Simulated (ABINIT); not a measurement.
# LiF (Griceite): one start, several treatments of the self-energy

Wanted: the gap of LiF (Griceite) under several approximations, with cost.

Main program and level: ABINIT 10.8.3; PBE and many-body steps on it, plane waves.

This is a report of a sequence of runs, with most program output left out.

## (1) Starting point

The structure is cubic, space group Fm-3m (No. 225). Conventional cell: a = 4.028 Å, b = 4.028 Å, c = 4.028 Å, α = 90.00°, β = 90.00°, γ = 90.00°. Li has 6 F at 2.01 Å nearest. F has 6 Li at 2.01 Å nearest. Farther neighbours and most contacts between anions are not listed.

The cell and positions come from the Crystallography Open Database and are kept as given unless a step says otherwise.

## (2) Empty states on the mesh, 8×8×8 mesh, 309 bands

This step: ABINIT 10.8.3; DFT, PBE, plane waves, norm-conserving pseudopotentials.

The sums over transitions need many empty states on a uniform mesh; this step solves for them.

File run.abi:

```
acell 3*1.0 Angstrom
rprim 
  -0.000000000000 2.014000000000 2.014000000000
  2.014000000000 -0.000000000000 2.014000000000
  2.014000000000 2.014000000000 -0.000000000000
ntypat 2
znucl 3 9
natom 2
typat 1 2
xred 
  0.000000000000 0.000000000000 0.000000000000
  0.500000000000 0.500000000000 0.500000000000
pp_dirpath "pseudos"
pseudos "Li.upf, F.upf"
ecut 36
ngkpt 8 8 8
nshiftk 1
shiftk 0 0 0
kptopt 1
chksymbreak 0
irdden 1
istwfk *1
nband 309
prtvol 0
optdriver 6
gwr_task "HDIAGO"
paral_kgb 0
occopt 1
indata_prefix "in"
outdata_prefix "out"
tmpdata_prefix "tmp"
```

Started as:

```sh
$ OMP_NUM_THREADS=1 mpirun -n 4 abinit run.abi > log
```

Wall time 16 s (4 MPI ranks of Intel Xeon Platinum 8375C at 2.90GHz (Ice Lake), shared host); peak memory 0.49 GiB; 62 s of CPU time.

This step gave:

```yaml
gap: 9.115 eV
k_of_the_valence_top: 0, 0, 0
k_of_the_conduction_bottom: 0, 0, 0
least_direct_gap: 9.115 eV
k_points_computed: 29
lowest_point_of_the_top_converged_band_above_the_valence_top: 384.5253 eV
```

On this mesh the gap is 9.115 eV.

The density comes from a self-consistent run that is not shown.

## (3) Screening, 8×8×8 mesh, 126 bands, screening to 283 eV

The RPA dielectric matrix is built and inverted for each q.

This step: RPA screening on PBE, plane waves, norm-conserving pseudopotentials.

run.abi, as its differences from that of step 2:

```diff
@@ -20,10 +20,11 @@
 chksymbreak 0
-irdden 1
 istwfk *1
-nband 309
-prtvol 0
-optdriver 6
-gwr_task "HDIAGO"
-paral_kgb 0
 occopt 1
+irdwfk 1
+optdriver 3
+nband 126
+ecuteps 10.4
+inclvkb 2
+awtr 1
+symchi 1
 indata_prefix "in"
```

Wall time 5.7 min (4 MPI ranks); peak memory 1.5 GiB.

Numbers from this step:

* ε∞ with local fields, on this mesh, along the program's q direction: 1.965
* the same without local fields: 2.078
* plasma frequency: 29.05 eV
* plane waves in the screening matrix: 169

Local fields lower ε∞ by 5 %.

## (4) G0W0, Godby-Needs plasmon pole

The self-energy is evaluated for the states that the input lists, and the levels follow from it, in one-shot runs by the linearised quasiparticle equation.

This step: G0W0 on PBE, plane waves, norm-conserving pseudopotentials.

run.abi, as its differences from that of step 3:

```diff
@@ -23,8 +23,15 @@
 irdwfk 1
-optdriver 3
+optdriver 4
 nband 126
+gwcalctyp 0
+ecutsigx 36
+symsigma 1
+nkptgw 1
+kptgw 
+  0.0000000000 0.0000000000 0.0000000000
+bdgw 
+  3 9
 ecuteps 10.4
-inclvkb 2
-awtr 1
-symchi 1
+irdscr 1
+ppmodel 1
 indata_prefix "in"
```

Run time: 18 s. Hardware: 4 MPI ranks; peak memory 1.3 GiB; 71 s of CPU time.

This step gave:

```yaml
g0w0_gap_on_the_points_computed: 13.42 eV
starting_gap_on_the_mesh: 9.115 eV
k_of_the_valence_top: 0, 0, 0
k_of_the_conduction_bottom: 0, 0, 0
z_at_the_valence_top: 0.826
z_at_the_conduction_bottom: 0.891
least_direct_g0w0_gap_on_the_computed_points: 13.42 eV
```

The gap on the mesh goes from 9.11 eV to 13.42 eV, a correction of +4.31 eV.

## (5) G0W0, Hybertsen-Louie plasmon pole

run.abi, as its differences from that of step 4:

```diff
@@ -35,3 +35,3 @@
 irdscr 1
-ppmodel 1
+ppmodel 2
 indata_prefix "in"
```

Run time: 21 s. Hardware: 4 MPI ranks; peak memory 1.3 GiB; 82 s of CPU time.

This step gave:

```yaml
g0w0_gap_on_the_points_computed: 14.10 eV
starting_gap_on_the_mesh: 9.115 eV
k_of_the_valence_top: 0, 0, 0
k_of_the_conduction_bottom: 0, 0, 0
z_at_the_valence_top: 0.881
z_at_the_conduction_bottom: 0.921
least_direct_g0w0_gap_on_the_computed_points: 14.10 eV
```

Against G0W0 in ABINIT (8×8×8 mesh, 126 bands, screening to 283 eV, Godby-Needs plasmon pole), the gap moves by +0.680 eV.

## (6) G0W0, von der Linden-Horsch plasmon pole

run.abi, as its differences from that of step 5:

```diff
@@ -35,3 +35,3 @@
 irdscr 1
-ppmodel 2
+ppmodel 3
 indata_prefix "in"
```

Wall time 10 s (4 MPI ranks); peak memory 1.3 GiB; 40 s of CPU time.

Numbers from this step:

```yaml
g0w0_gap_on_the_points_computed: 13.88 eV
starting_gap_on_the_mesh: 9.115 eV
k_of_the_valence_top: 0, 0, 0
k_of_the_conduction_bottom: 0, 0, 0
least_direct_g0w0_gap_on_the_computed_points: 13.88 eV
```

Against G0W0 in ABINIT (8×8×8 mesh, 126 bands, screening to 283 eV, Godby-Needs plasmon pole), the gap moves by +0.462 eV.

## (7) One-shot Hartree-Fock

This step: one-shot Hartree-Fock on PBE, plane waves, norm-conserving pseudopotentials.

run.abi, as its differences from that of step 6:

```diff
@@ -24,4 +24,4 @@
 optdriver 4
-nband 126
-gwcalctyp 0
+nband 9
+gwcalctyp 5
 ecutsigx 36
@@ -33,5 +33,4 @@
   3 9
-ecuteps 10.4
-irdscr 1
-ppmodel 3
+ixc_sigma 40
+fftgw 31
 indata_prefix "in"
```

The job ended after 3.9 s (4 MPI ranks; peak memory 0.23 GiB; 14 s of CPU time).

This step gave:

| Property | Result |
| --- | --- |
| quasiparticle gap on the points computed | 21.64 eV |
| starting gap on the mesh | 9.115 eV |
| k of the valence top | 0, 0, 0 |
| k of the conduction bottom | 0, 0, 0 |
| least direct quasiparticle gap on the computed points | 21.64 eV |

Against G0W0 in ABINIT (8×8×8 mesh, 126 bands, screening to 283 eV, Godby-Needs plasmon pole), the gap moves by +8.223 eV.

## (8) Screening, 8×8×8 mesh, 126 bands, screening to 283 eV

This step: RPA screening on PBE, plane waves, norm-conserving pseudopotentials.

run.abi, as its differences from that of step 7:

```diff
@@ -23,14 +23,14 @@
 irdwfk 1
-optdriver 4
-nband 9
-gwcalctyp 5
-ecutsigx 36
-symsigma 1
-nkptgw 1
-kptgw 
-  0.0000000000 0.0000000000 0.0000000000
-bdgw 
-  3 9
-ixc_sigma 40
-fftgw 31
+optdriver 3
+nband 126
+ecuteps 10.4
+inclvkb 2
+awtr 1
+symchi 1
+gwcalctyp 2
+nfreqre 16
+freqremax 40 eV
+nfreqim 8
+spmeth 1
+nomegasf 120
 indata_prefix "in"
```

Run time: 14 min. Hardware: 4 MPI ranks; peak memory 1.6 GiB.

Numbers from this step:

| Property | Result |
| --- | --- |
| ε∞ with local fields, on this mesh, along the program's q direction | 1.972 |
| the same without local fields | 2.086 |
| plasma frequency | 29.05 eV |
| plane waves in the screening matrix | 169 |

## (9) G0W0, contour deformation

This step: G0W0 on PBE, plane waves, norm-conserving pseudopotentials.

run.abi, as its differences from that of step 8:

```diff
@@ -23,14 +23,14 @@
 irdwfk 1
-optdriver 3
+optdriver 4
 nband 126
+gwcalctyp 2
+ecutsigx 36
+symsigma 1
+nkptgw 1
+kptgw 
+  0.0000000000 0.0000000000 0.0000000000
+bdgw 
+  3 9
 ecuteps 10.4
-inclvkb 2
-awtr 1
-symchi 1
-gwcalctyp 2
-nfreqre 16
-freqremax 40 eV
-nfreqim 8
-spmeth 1
-nomegasf 120
+irdscr 1
 indata_prefix "in"
```

Wall time 14 s (4 MPI ranks); peak memory 1.6 GiB.

This step gave:

```yaml
g0w0_gap_on_the_points_computed: 13.38 eV
starting_gap_on_the_mesh: 9.115 eV
k_of_the_valence_top: 0, 0, 0
k_of_the_conduction_bottom: 0, 0, 0
least_direct_g0w0_gap_on_the_computed_points: 13.38 eV
```

Against G0W0 in ABINIT (8×8×8 mesh, 126 bands, screening to 283 eV, Godby-Needs plasmon pole), the gap moves by −0.037 eV.

## (10) The runs together

Times are wall times on 4 MPI ranks of Intel Xeon Platinum 8375C at 2.90GHz (Ice Lake), shared host. The host was busy with other work, so they are no guide to cost. A run's time includes the screening step that it read.

```tsv
run	mesh	bands	screening cutoff (eV)	DFT gap (eV)	gap on the mesh (eV)	direct (eV)	ε∞ used	time
G0W0, Godby-Needs plasmon pole	8×8×8	126	283	9.115	13.422	13.422	1.97	6 min
G0W0, Hybertsen-Louie plasmon pole	8×8×8	126	283	9.115	14.102	14.102	1.97	6 min
G0W0, von der Linden-Horsch plasmon pole	8×8×8	126	283	9.115	13.884	13.884	1.97	5.9 min
one-shot Hartree-Fock	8×8×8	-	-	9.115	21.645	21.645	-	3.9 s
G0W0, contour deformation	8×8×8	126	283	9.115	13.385	13.385	1.97	14 min
```

## (11) Summary of results

```
G0W0, Godby-Needs plasmon pole           : 13.422 eV
G0W0, Hybertsen-Louie plasmon pole       : 14.102 eV
G0W0, von der Linden-Horsch plasmon pole : 13.884 eV
one-shot Hartree-Fock                    : 21.645 eV
G0W0, contour deformation                : 13.385 eV
known limits                             : not at the basis limit
```

In words: G0W0, Hybertsen-Louie plasmon pole: +0.680 eV against G0W0, Godby-Needs plasmon pole. G0W0, von der Linden-Horsch plasmon pole: +0.462 eV against G0W0, Godby-Needs plasmon pole. One-shot Hartree-Fock: +8.223 eV against G0W0, Godby-Needs plasmon pole. G0W0, contour deformation: −0.037 eV against G0W0, Godby-Needs plasmon pole. Bare exchange alone opens the gap to 21.64 eV; against G0W0, correlation takes back 8.22 eV. Bands and cutoff are finite, so the gap is not at the basis limit. The miss can reach some tenths of an eV and take either sign; the mesh is an error of its own. In the G0W0 runs levels were corrected at 1 k point alone, so a gap called «on the mesh» is the least over those, and an edge elsewhere would be missed.

[Paths, hosts, dates, memory and timing lines, banners, echoed tables and standing remarks are left out of the program output.]

[Logs are printed without paths, hosts, clocks, repeated set-up lines and the standing remarks that a program may print on its own settings, such as how far it seeks lower states.]

[Runs of the session that timed out or met a known fault of the program may be left out.]

[Hosts, paths, dates, database ids (printed as entryN), source tags and the programs' standing remarks are cut or masked in the printed files.]

[G0W0 gaps are taken among the corrected bands and points alone; a level outside them can change the order at an edge.]

[Where Ansatz stands beside ABINIT at settings called matched, ABINIT's density can come from a denser mesh and the files from another edition; pairs whose starting gaps differed by over 0.03 eV were left out, so agreement reads better than it is.]
